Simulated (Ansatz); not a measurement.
# What RbVS3 (model cell, started as cubic perovskite with V in the octahedra) distorts into

Aim: this structure of RbVS3 (model cell, started as cubic perovskite with V in the octahedra) is to be tested for unstable modes, and one is followed downhill.

Method: DFT PBEsol, scalar-relativistic, plane waves, PAW; PAW set soft_1, in Ansatz 0.2.0.

The structure was built from a prototype and need not be the compound's stable phase.

### 1. The structure

The structure is cubic, space group Pm-3m (No. 221). The conventional cell has a = 4.643 Å, b = 4.643 Å, c = 4.643 Å, α = 90.00°, β = 90.00°, γ = 90.00°. Rb has 12 S at 3.28 Å nearest. V has 6 S at 2.32 Å nearest. Nearest to S lie 2 V at 2.32 Å and 4 Rb at 3.28 Å. Farther neighbours and most contacts between anions are not listed.

### 2. Response at finite wavevector

The cell comes from relaxations at this level that are not shown. Stability and thermal properties need the whole zone. Linear response on a 4×4×4 q mesh gives force constants as far as a supercell of that size would.

Input file input.yaml:

```yaml
crystal:
  lattice:
    - [4.6426622666, 0.0, 0.0]
    - [0.0, 4.6426622666, 0.0]
    - [0.0, 0.0, 4.6426622666]
  atoms:
    - { symbol: Rb, position: [0.0, 0.0, 0.0] }
    - { symbol: V, position: [0.5, 0.5, 0.5] }
    - { symbol: S, position: [0.5, 0.5, 0.0] }
    - { symbol: S, position: [0.5, 0.0, 0.5] }
    - { symbol: S, position: [0.0, 0.5, 0.5] }
kpoints:
  mp_grid: { grid: [8, 8, 8] }
hamiltonian:
  xc: pbesol
  pseudopotentials: { kind: paw, azcp: { folder: soft_1 }, xc_functional: pbe }
scf:
  occupations: { method: methfessel_paxton, width: 0.2 }
output:
  eigenvalues: true
phonons:
  method: dfpt
  qmesh: [4, 4, 4]
  temperatures: { t_max: 1000, t_step: 50 }
  qpath:
    path:
      - [[0.0, 0.0, 0.0], [0.0, 0.5, 0.0], [0.5, 0.5, 0.0], [0.0, 0.0, 0.0], [0.5, 0.5, 0.5], [0.0, 0.5, 0.0]]
      - [[0.5, 0.5, 0.5], [0.5, 0.5, 0.0]]
    npoints: 10
```

On the command line:

```console
> ansatz run input.yaml --threads 4 --pin off --max-ram 16384MiB --backend cpu --events-out ev --progress --plain --runs-dir out
```

Numbers of over 12 decimals in the logs are rounded to 6 here.

Output:

```text
Engine: ansatz 0.2.0, aarch64-unknown-linux-gnu
Pseudopotentials: kind: paw
Pseudopotential: Rb, paw, valence charge 9, recommended cutoff 420 eV (normal), soft_1/Rb.paw.azcp
Pseudopotential: V, paw, valence charge 13, recommended cutoff 420 eV (normal), soft_1/V.paw.azcp
Pseudopotential: S, paw, valence charge 6, recommended cutoff 420 eV (normal), soft_1/S.paw.azcp
Functional definition: PBEsol
  exchange = pbesol_x
  correlation = pbesol_c
Crystal: 5 atoms, lattice volume = 100.069 Å³
Basis set: ecut = 420 eV, 1935 PW (Γ), exchange–correlation on 64×64×64 points (8 copies of the dense FFT grid, shifted against one another)
Bands: 25, of which v1, the nominal top of the filled ones, is band 20 counted from 1 (19 counted from 0)
Symmetry: 48 space group operations
k-points: 35 of 512
Non-local potential: Rb, projectors of the file, l = 0: 3, l = 1: 2, l = 2: 2
Non-local potential: V, projectors of the file, l = 0: 3, l = 1: 2, l = 2: 3, l = 3: 1
Non-local potential: S, projectors of the file, l = 0: 2, l = 1: 2, l = 2: 1
PAW form: soft (Blöchl's): semilocal exchange-correlation on the pseudo side does not see the compensation charge
PAW frozen core: Rb, regenerated for the run's functional, and the local potential with it (the file was generated under x = pbe(κ = 0.804, μ = 0.219515), c = pbe(β = 0.066725))
PAW frozen core: V, regenerated for the run's functional, and the local potential with it (the file was generated under x = pbe(κ = 0.804, μ = 0.219515), c = pbe(β = 0.066725))
PAW frozen core: S, regenerated for the run's functional, and the local potential with it (the file was generated under x = pbe(κ = 0.804, μ = 0.219515), c = pbe(β = 0.066725))
PAW one-centre angular grid: Rb, 110 points (default); XC on 64 Gauss nodes
PAW one-centre angular grid: V, 590 points (default); XC on 64 Gauss nodes
PAW one-centre angular grid: S, 110 points (default); XC on 64 Gauss nodes
Initial density: superposition of atomic densities (chi_scale 0.1, normalization cell, long waves kept (reshape's long-wave potential 0.00 eV rms))
Initial wavefunctions: pseudopotential atomic-orbital guess
Functional: x = pbesol(κ = 0.804, μ = 0.123457), c = pbesol(β = 0.046)
SCF iter   1: F=—  HF=-8761.341533 eV  |F-HF|=—  |Δ(HF+E_count)|=         —  Δρ=3.31e-2  dr2=1.73e0  ethr=3.10e-3  ⟨swp⟩=8.6  Hψ=9904  notcnv=0  defer=3
automatic band count: the SCF goes on with 30 bands, as 25 were too few: the levels above may hold too much charge
preconditioner: auto → Kerker (q_TF=auto, 2.342 Å⁻¹)  [metal: Δε(μ)=0.080 eV  Ē_g=10.390 eV  σ=0.200 eV  W_gap=0.33  n_scr=18 (ndim 8)  ℏωp=20.3 eV  f_vac=0.000  D(μ)=2.51/eV (n_scr^D=18)]
SCF iter   2: F=—  HF=-8761.015584 eV  |F-HF|=—  |Δ(HF+E_count)|=   3.26e-1  S|Δr|=    0.00e0  Δρ=1.94e-2  dr2=6.50e-1  ethr=3.10e-3  ⟨swp⟩=2.2  Hψ=1563  notcnv=0  defer=35
SCF iter   3: F=—  HF=-8760.830547 eV  |F-HF|=—  |Δ(HF+E_count)|=   1.85e-1  S|Δr|=    0.00e0  Δρ=5.26e-3  dr2=4.20e-2  ethr=1.62e-3  ⟨swp⟩=2.7  Hψ=1807  notcnv=0  defer=35
SCF iter   4: F=—  HF=-8760.827501 eV  |F-HF|=—  |Δ(HF+E_count)|=   3.05e-3  S|Δr|=    0.00e0  Δρ=1.94e-3  dr2=7.67e-3  ethr=1.05e-4  ⟨swp⟩=1.3  Hψ=1063  notcnv=0  defer=36
SCF iter   5: F=—  HF=-8760.825664 eV  |F-HF|=—  |Δ(HF+E_count)|=   1.84e-3  S|Δr|=    0.00e0  Δρ=6.68e-4  dr2=6.66e-4  ethr=1.92e-5  ⟨swp⟩=2.1  Hψ=1415  notcnv=0  defer=37
SCF iter   6: F=—  HF=-8760.825600 eV  |F-HF|=—  |Δ(HF+E_count)|=   6.45e-5  S|Δr|=    0.00e0  Δρ=1.02e-4  dr2=1.57e-5  ethr=1.67e-6  ⟨swp⟩=2.1  Hψ=1412  notcnv=0  defer=38
SCF iter   7: F=—  HF=-8760.825607 eV  |F-HF|=—  |Δ(HF+E_count)|=   7.84e-6  S|Δr|=    0.00e0  Δρ=3.18e-5  dr2=2.63e-6  ethr=3.92e-8  ⟨swp⟩=2.2  Hψ=1571  notcnv=0  defer=38
SCF iter   8: F=—  HF=-8760.825599 eV  |F-HF|=—  |Δ(HF+E_count)|=   7.99e-6  S|Δr|=    0.00e0  Δρ=8.50e-6  dr2=1.41e-7  ethr=6.58e-9  ⟨swp⟩=2.4  Hψ=1591  notcnv=0  defer=51
SCF iter   9: F=—  HF=-8760.825600 eV  |F-HF|=—  |Δ(HF+E_count)|=   4.51e-8  S|Δr|=    0.00e0  Δρ=2.84e-6  dr2=1.16e-8  ethr=3.52e-10  ⟨swp⟩=2.8  Hψ=1672  notcnv=0  defer=51
SCF iter  10: F=—  HF=-8760.825600 eV  |F-HF|=—  |Δ(HF+E_count)|=   7.28e-9  S|Δr|=    0.00e0  Δρ=6.66e-7  dr2=4.94e-10  ethr=2.91e-11  ⟨swp⟩=2.0  Hψ=1427  notcnv=0  defer=51
[...]
SCF 1 converged in 12 iterations: F = -8760.825600 eV  dr2 = 6.88e-13
  greatest PAW one-centre occupation: 1.000 electrons in one spin orbital (limit 2), on the V atom at site 1 (counted from 0), in its partial waves of l = 0
Initial density: read from a saved state, or passed on in memory by an earlier SCF of this step, an earlier step, the calling program or the single point that the run made first
iter 1 solved again at ethr=2.06e-6 eV; its pass at ethr=3.10e-3 eV (dr2=8.24e-4 eV) is discarded
SCF iter   1: F=—  HF=-8760.825599 eV  |F-HF|=—  |Δ(HF+E_count)|=         —  Δρ=3.22e-6  dr2=1.89e-8  ethr=2.06e-6  ⟨swp⟩=3.2  Hψ=6714  notcnv=0
eigensolver tolerance schedule: the retry pair's looser diagonalisation over-reported the residual by 43658.75 of it (diagonalisation noise at an unbounded share of the residual, at the tolerance the schedule requests for it); recorded, not acted on — ethr = c·dr2/N_el stays at c = 1.0e-1
preconditioner: auto → Kerker (q_TF=auto, 2.342 Å⁻¹)  [metal: Δε(μ)=0.033 eV  Ē_g=7.483 eV  σ=0.200 eV  W_gap=0.14  n_scr=18 (ndim 8)  ℏωp=20.3 eV  f_vac=0.000  D(μ)=4.79/eV (n_scr^D=32)]
SCF iter   2: F=—  HF=-8760.825600 eV  |F-HF|=—  |Δ(HF+E_count)|=   7.97e-7  S|Δr|=    0.00e0  Δρ=1.68e-6  dr2=4.78e-9  ethr=4.72e-11  ⟨swp⟩=4.1  Hψ=2717  notcnv=0
SCF iter   3: F=—  HF=-8760.825600 eV  |F-HF|=—  |Δ(HF+E_count)|=  1.95e-10  S|Δr|=    0.00e0  Δρ=1.07e-6  dr2=2.02e-9  ethr=1.20e-11  ⟨swp⟩=1.0  Hψ=876  notcnv=0
SCF iter   4: F=—  HF=-8760.825600 eV  |F-HF|=—  |Δ(HF+E_count)|=  1.11e-10  S|Δr|=    0.00e0  Δρ=5.45e-7  dr2=5.37e-10  ethr=5.04e-12  ⟨swp⟩=1.0  Hψ=876  notcnv=0
SCF iter   5: F=—  HF=-8760.825600 eV  |F-HF|=—  |Δ(HF+E_count)|=  1.64e-11  S|Δr|=    0.00e0  Δρ=4.34e-7  dr2=3.42e-10  ethr=1.34e-12  ⟨swp⟩=1.3  Hψ=884  notcnv=0
SCF iter   6: F=—  HF=-8760.825600 eV  |F-HF|=—  |Δ(HF+E_count)|=  9.09e-12  S|Δr|=    0.00e0  Δρ=3.33e-7  dr2=2.01e-10  ethr=1.00e-12  ⟨swp⟩=1.0  Hψ=875  notcnv=0
SCF iter   7: F=—  HF=-8760.825600 eV  |F-HF|=—  |Δ(HF+E_count)|=  9.09e-12  S|Δr|=    0.00e0  Δρ=2.13e-7  dr2=8.34e-11  ethr=1.00e-12  ⟨swp⟩=1.0  Hψ=875  notcnv=0
SCF iter   8: F=—  HF=-8760.825600 eV  |F-HF|=—  |Δ(HF+E_count)|=    0.00e0  S|Δr|=    0.00e0  Δρ=1.73e-7  dr2=5.50e-11  ethr=1.00e-12  ⟨swp⟩=1.0  Hψ=875  notcnv=0
[...]
WARN: eigensolver did not converge in 6 slots of this pass, the one above among them; of largest residual over every band (k=8): 1 band(s) unlocked (lowest unlocked band 29, counted from 0; max residual 1.09e-2 eV among the unlocked bands, 1.09e-2 eV over every band); of lowest unlocked band (k=8): band 29
NSCF: frozen V_eff on 125 k-points
DFPT response loops at q = (0, 0, 0) (fractional): preconditioner auto → Kerker (q_TF=auto, 2.342 Å⁻¹) (partly filled bands, converged f_vac=0.000); β = 1.00, the filter's whole step (`scf.mixing.beta` (0.50) is not read by the response loops under this deck's `scf.mixing.preconditioner`; to damp them name `kerker` or `kerker_dos`, under which they read `scf.mixing.beta`, and type it under 1.00, their step now; both keys bind the ground state too); Broyden in place of MSR1
NSCF: frozen V_eff on 400 k-points
DFPT response loops at q = (0, 0, 0.25) (fractional): mixed as the last ones told, above
NSCF: frozen V_eff on 250 k-points
DFPT response loops at q = (0, 0, -0.5) (fractional): mixed as the last ones told, above
NSCF: frozen V_eff on 640 k-points
DFPT response loops at q = (0, 0.25, 0.25) (fractional): mixed as the last ones told, above
NSCF: frozen V_eff on 400 k-points
DFPT response loops at q = (0, 0.25, -0.5) (fractional): mixed as the last ones told, above
NSCF: frozen V_eff on 250 k-points
DFPT response loops at q = (0, -0.5, -0.5) (fractional): mixed as the last ones told, above
NSCF: frozen V_eff on 1024 k-points
DFPT response loops at q = (0.25, 0.25, 0.25) (fractional): mixed as the last ones told, above
NSCF: frozen V_eff on 640 k-points
DFPT response loops at q = (0.25, 0.25, -0.5) (fractional): mixed as the last ones told, above
NSCF: frozen V_eff on 400 k-points
DFPT response loops at q = (0.25, -0.5, -0.5) (fractional): mixed as the last ones told, above
NSCF: frozen V_eff on 250 k-points
DFPT response loops at q = (-0.5, -0.5, -0.5) (fractional): mixed as the last ones told, above
SCF converged after 12 iterations
Stability not checked: this state was not tested for a lower state beside it, because cold or Methfessel-Paxton smearing, or corrected tetrahedra, fill the levels in a way that the test cannot read (fill_not_monotonic; see scf.lower_state_search)
Free energy (F): -8760.825600 eV
Harris-Foulkes:  -8760.825600 eV  (|F-HF|=1.82e-12)
Internal energy: -8760.802918 eV  (E = F + TS)
E sigma→0 (E₀):  -8760.819929 eV
Entropy (-TS):   -0.022681 eV (-4.536 meV/atom)
Fermi energy:    7.811124 eV
--- Per-component energies (eV) ---
  E_band       = -282.984239
  E_kinetic    = 794.759312
  E_local      = -2463.805174  (includes V_loc(G=0)·N_el)
  E_nonlocal   = 373.797746
  E_hartree    = 907.805341
  E_xc         = -502.004406
  E_vxc        = -522.795356  (∫ρ·V_xc dr)
  E_paw        = -5448.133334  (= ΣΔE_a)
  E_vpaw       = -280.552452  (= ΣTr[D̂ρ^β])
  E_aug_tail   = 0.001026  (compensation charges beyond the density's cutoff)
  E_ewald      = -2423.682627
  E_core_change = 0.459199  (= ΣΔE_core)
  E_smearing   = -0.022681  (= −TS)
  E_closure    = -0.000000  (closes the sum)
  Σ components = -8760.825600   (vs F -8760.825600, Δ=0.00e0)
--- Band table (eV; the first three rows and the last of 35) ---
  k-point 0: bands = [... 16 lower, 6.6263, 6.9190, 6.9190, 6.9190, 7.7116, 7.7116, 7.7116, 8.2491, ... 6 higher]
  k-point 1: bands = [... 16 lower, 6.4906, 6.9266, 7.0513, 7.1868, 7.1868, 7.9185, 7.9185, 8.2609, ... 6 higher]
  k-point 2: bands = [... 16 lower, 6.2013, 6.2302, 6.9450, 7.2162, 7.2162, 8.2806, 8.4113, 8.4113, ... 6 higher]
  k-point 34: bands = [... 16 lower, 3.8591, 8.1892, 8.1892, 8.1892, 9.0275, 9.0275, 9.0275, 12.8168, ... 6 higher]
--- Phonons (Γ-DFPT): 4 representative perturbations + reference (Σ response iterations 12) ---
  ASR residual: 2.390e-5 → 0.000e0 eV/Å²; symmetrization residual: 3.229e-6 eV/Å²
  ASR residual per site (eV/Å²): 7.80e-6 1.19e-5 2.39e-5 2.39e-5 2.39e-5
  Γ frequencies (cm⁻¹): -76.42 -76.42 -76.42 0.00 0.00 0.00 126.27 126.27 126.27 147.82 147.82 147.82 303.10 303.10 303.10
--- Phonons (arbitrary-q DFPT): 10 irreducible q on the 4×4×4 mesh ---
  q = [0.0000, 0.0000, 0.0000] (star 1, of the zone-centre solve; hermiticity 8.18e-7, symmetrization 1.92e-12): -76.42 -76.42 -76.42 -0.00 -0.00 0.00 126.27 126.27 126.27 147.82 147.82 147.82 303.10 303.10 303.10
  q = [0.0000, 0.0000, 0.2500] (star 6, 9 solved perturbations in 1560 linear systems a pass and spin channel, the states on 200 of 512 k-point pairs; hermiticity 5.22e-7, symmetrization 4.36e-13): -149.34 -73.18 -73.18 55.90 55.90 80.38 124.76 124.76 143.35 146.69 167.38 167.38 296.78 296.78 311.15
  q = [0.0000, 0.0000, -0.5000] (star 3, 9 solved perturbations in 975 linear systems a pass and spin channel, the states on 125 of 512 k-point pairs; hermiticity 5.01e-7, symmetrization 4.88e-9): -84.20 -84.20 87.29 87.29 98.48 111.70 111.70 164.01 166.79 191.00 191.00 194.37 285.10 285.10 338.41
  q = [0.0000, 0.2500, 0.2500] (star 12, 9 solved perturbations in 2460 linear systems a pass and spin channel, the states on 320 of 512 k-point pairs; hermiticity 1.81e-6, symmetrization 2.86e-13): -137.39 -98.35 -75.29 61.02 78.34 94.11 131.95 140.12 144.88 150.26 169.97 195.23 286.24 290.00 332.87
  q = [0.0000, 0.2500, -0.5000] (star 12, 15 solved perturbations on 200 of 512 k-point pairs; hermiticity 7.97e-7, symmetrization 1.13e-7): -130.84 -85.85 80.78 81.82 91.32 131.17 148.85 149.72 170.54 187.91 196.39 220.70 250.22 276.96 358.03
  q = [0.0000, -0.5000, -0.5000] (star 3, 9 solved perturbations in 975 linear systems a pass and spin channel, the states on 125 of 512 k-point pairs; hermiticity 7.93e-7, symmetrization 1.67e-7): -114.36 -95.09 80.15 80.15 95.75 108.93 174.79 174.79 184.34 184.34 193.88 193.88 238.53 260.54 379.37
  q = [0.2500, 0.2500, 0.2500] (star 8, 4 solved perturbations in 1376 linear systems a pass and spin channel, the states on 512 of 512 k-point pairs; hermiticity 1.31e-6, symmetrization 3.05e-13): -81.54 -81.54 -34.41 74.17 74.17 99.02 128.56 128.56 130.93 190.93 197.26 197.26 283.47 283.47 355.77
  q = [0.2500, 0.2500, -0.5000] (star 12, 9 solved perturbations in 2460 linear systems a pass and spin channel, the states on 320 of 512 k-point pairs; hermiticity 1.10e-6, symmetrization 1.18e-7): -93.38 -66.18 84.05 88.65 88.81 122.10 125.17 135.76 189.99 198.04 221.76 222.34 228.35 264.40 380.64
  q = [0.2500, -0.5000, -0.5000] (star 6, 9 solved perturbations in 1560 linear systems a pass and spin channel, the states on 200 of 512 k-point pairs; hermiticity 4.82e-7, symmetrization 1.28e-7): -167.16 -76.38 85.43 85.43 92.67 107.85 128.81 128.81 195.38 195.38 222.68 222.68 222.76 240.28 401.73
  q = [-0.5000, -0.5000, -0.5000] (star 1, 4 solved perturbations in 350 linear systems a pass and spin channel, the states on 125 of 512 k-point pairs; hermiticity 4.22e-7, symmetrization 3.43e-8): -248.34 -248.34 89.74 89.74 89.74 107.71 107.71 107.71 189.31 189.31 189.31 241.33 241.33 241.33 416.63
  sum rule: each row above includes the acoustic sum rule's correction from the zone centre's row sums; it moved no ω² by more than (0.45 cm⁻¹)²
  mesh force constants: q→R imaginary residual 6.12e-19; ASR residual 2.390e-5 → 0.000e0 eV/Å²; symmetrization residual 1.599e-14 eV/Å²
  interpolated dispersion: 62 rows × 15 modes
  density of states and harmonic sums: on the 16×16×16 q-mesh, interpolated from the force constants of a 4×4×4 supercell (no non-analytic term)
  largest difference from the sums on the solved wave vectors: F 7.69e-2 eV, S 1.03e-4 and C_V 2.80e-5 eV/K
  zero-point energy: 0.138016 eV/cell   skipped modes (ω ≤ 0): 365, of them read as no rigid motion or as one in doubt: 362 (2.167e0 modes/cell left out, lowest -248.34 cm⁻¹)   left out of the sums: 1.44e-1 of the cell's modes: C_V's classical limit lies that fraction below 3 k_B per atom; for a crystal, a wire or a layer, F and S can be off by more, and a phonons.interpolated_qmesh denser along its periods is the remedy for the sampling
```

Wall time 15 min (4 threads of Arm Neoverse V1, shared host); peak memory 3.1 GiB; 60 min of CPU time.

In the SCF lines HF is the Harris–Foulkes energy and dr2 the Hartree energy of the density residual, in eV; the loop may stop once dr2 is under the threshold and the program's other checks hold. Hψ counts applications of the Hamiltonian.

This step gave:

```
volume per atom                                         : 20.01 Å³
gap on the k-mesh                                       : 0 eV
sum-rule residual before enforcement                    : 2.39e-5 eV/Å²
lowest frequency on the path                            : -248.3 cm⁻¹
point group                                             : m-3m
highest frequency on the path or at a solved wavevector : 416.6 cm⁻¹
highest optical mode at the zone centre (no LO-TO term) : 303.1 cm⁻¹
lowest optical zone-centre mode                         : -76.42 cm⁻¹
lowest mode on the q mesh (acoustic modes at Γ apart)   : -248.3 cm⁻¹
```

Frequencies (cm⁻¹) solved at each irreducible wavevector; negative means imaginary. Frequencies by wavevector, by row:

| q in reciprocal lattice units | star | mode 1 | mode 2 | mode 3 | mode 4 | mode 13 | mode 14 | mode 15 |
| --- | --- | --- | --- | --- | --- | --- | --- | --- |
| 0 0 0 | 1 | -76.4 | -76.4 | -76.4 | 0 | 303.1 | 303.1 | 303.1 |
| 0 0 0.25 | 6 | -149.3 | -73.2 | -73.2 | 55.9 | 296.8 | 296.8 | 311.1 |
| 0 0 -0.5 | 3 | -84.2 | -84.2 | 87.3 | 87.3 | 285.1 | 285.1 | 338.4 |
| 0 0.25 0.25 | 12 | -137.4 | -98.3 | -75.3 | 61 | 286.2 | 290 | 332.9 |
| 0 0.25 -0.5 | 12 | -130.8 | -85.8 | 80.8 | 81.8 | 250.2 | 277 | 358 |
| 0 -0.5 -0.5 | 3 | -114.4 | -95.1 | 80.2 | 80.2 | 238.5 | 260.5 | 379.4 |
| 0.25 0.25 0.25 | 8 | -81.5 | -81.5 | -34.4 | 74.2 | 283.5 | 283.5 | 355.8 |
| 0.25 0.25 -0.5 | 12 | -93.4 | -66.2 | 84 | 88.7 | 228.3 | 264.4 | 380.6 |
| 0.25 -0.5 -0.5 | 6 | -167.2 | -76.4 | 85.4 | 85.4 | 222.8 | 240.3 | 401.7 |
| -0.5 -0.5 -0.5 | 1 | -248.3 | -248.3 | 89.7 | 89.7 | 241.3 | 241.3 | 416.6 |

Interpolated from a 4×4×4 q mesh. The phonon branches at the labelled points (cm⁻¹):

| point | branch 1 | branch 2 | branch 3 | branch 4 | branch 12 | branch 13 | branch 14 | branch 15 |
| --- | --- | --- | --- | --- | --- | --- | --- | --- |
| Γ | -76 | -76 | -76 | 0 | 148 | 303 | 303 | 303 |
| halfway | -149 | -73 | -73 | 56 | 167 | 297 | 297 | 311 |
| X | -84 | -84 | 87 | 87 | 194 | 285 | 285 | 338 |
| halfway | -131 | -86 | 81 | 82 | 221 | 250 | 277 | 358 |
| M | -114 | -95 | 80 | 80 | 194 | 238 | 260 | 379 |
| halfway | -137 | -98 | -75 | 61 | 195 | 286 | 290 | 333 |
| Γ | -76 | -76 | -76 | 0 | 148 | 303 | 303 | 303 |
| halfway | -82 | -82 | -34 | 74 | 197 | 284 | 284 | 356 |
| R | -248 | -248 | 90 | 90 | 241 | 241 | 241 | 417 |
| halfway | -93 | -66 | 84 | 89 | 222 | 228 | 264 | 381 |
| X | -84 | -84 | 87 | 87 | 194 | 285 | 285 | 338 |
| jump to R | -248 | -248 | 90 | 90 | 241 | 241 | 241 | 417 |
| halfway | -167 | -76 | 85 | 85 | 223 | 223 | 240 | 402 |
| M | -114 | -95 | 80 | 80 | 194 | 238 | 260 | 379 |

Symmetry leaves 10 wavevectors to solve. The lowest mode among them, the acoustic zeros apart, lies at q = (-0.5, -0.5, -0.5) and is imaginary, 248.3i cm⁻¹, so the energy falls along it.

(Continued in part 2 of 3.)

[Logs are printed without paths, hosts, clocks, repeated set-up lines and the standing remarks that a program may print on its own settings, such as how far it seeks lower states.]

[Hosts, paths, dates, database ids (printed as entryN), source tags and the programs' standing remarks are cut or masked in the printed files.]
